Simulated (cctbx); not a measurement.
## What is wrong with this refinement?

Cell a = 5.3480 Å, b = 5.3480 Å, c = 5.3480 Å, α = 90.00°, β = 90.00°, γ = 90.00°; space group Pm-3m (no. 221).

Simulated single-crystal data (cctbx): synchrotron X-rays, λ = 0.6889 Å, to d = 0.75 Å, 50 % of the full sphere, strongest reflection 70000 counts, noise from counting, a 1.5 % proportional error and a noise floor of 4 counts (s.d.); no absorption.

An anisotropic refinement with weights 1/σ² prints:

```text
Rint 0.016, 11 unique reflections to 1.61 A
cycle     R1     wR2    GooF  max shift (A)
   1  0.0039  0.0132   2.059   0.00000
   2  0.0008  0.0019   0.302   0.00000
final R1 0.0008 wR2 0.0019 GooF 0.302  parameters 4  data/parameter 2.8
atom        x        y        z      Ueq    occ   su(xyz)  su(Uiso or U11)
Tl1    0.00000  0.00000  0.00000   0.0036  1.000  0.00000  0.0002
Br1    0.50000  0.50000  0.00000   0.0060  1.000  0.00000  0.0002
Mg1    0.50000  0.50000  0.50000   0.0059  1.000  0.00000  0.0005
difference map: max 0.02 min -0.01 rms 0.01
Q1    0.0000  0.0000  0.5000    3    0.02  2.67 A from Br1
Q2    0.2689  0.2689  0.2689    8    0.02  2.14 A from Mg1
Q3    0.5000  0.5000  0.5000    1    0.00  0.00 A from Mg1
```

**Question.** Can this result stand? If not, what is the likely fault?

Mend it. The fault: data cut at low resolution. Against the right model at the same level, R1 goes from 0.0028 to 0.0008 and GooF from 1.01 to 0.30. The atoms are right, but there are too few data for the parameters: R1 flatters and the s.u.s grow. Data per parameter fall from 15 to 2.8.

The compound is MgTlBr3. The right model at the same level gives:

```text
Rint 0.015, 60 unique reflections to 0.76 A
cycle     R1     wR2    GooF  max shift (A)
   1  0.0090  0.0356   5.151   0.00000
   2  0.0028  0.0070   1.015   0.00000
final R1 0.0028 wR2 0.0070 GooF 1.015  parameters 4  data/parameter 15.0
atom        x        y        z      Ueq    occ   su(xyz)  su(Uiso or U11)
Tl1    0.00000  0.00000  0.00000   0.0039  1.000  0.00000  0.0001
Br1    0.50000  0.50000  0.00000   0.0059  1.000  0.00000  0.0001
Mg1    0.50000  0.50000  0.50000   0.0056  1.000  0.00000  0.0002
difference map: max 0.15 min -0.15 rms 0.04
Q1    0.2575  0.2575  0.2575    8    0.16  2.25 A from Mg1
Q2    0.0000  0.0000  0.3441    6    0.15  1.84 A from Tl1
Q3    0.3206  0.5000  0.5000    6    0.15  0.96 A from Mg1
Q4    0.0000  0.0000  0.1416    6    0.13  0.76 A from Tl1
Q5    0.1042  0.3669  0.3669   24    0.11  1.15 A from Br1
Q6    0.0818  0.1736  0.5000   24    0.08  1.80 A from Br1
```

This is a model crystal, built by substitution and not relaxed, with assumed displacement parameters.

[Middle refinement cycles are left out of these outputs.]

[Logs are printed without paths, hosts, clocks, repeated set-up lines and the standing remarks that a program may print on its own settings, such as how far it seeks lower states.]
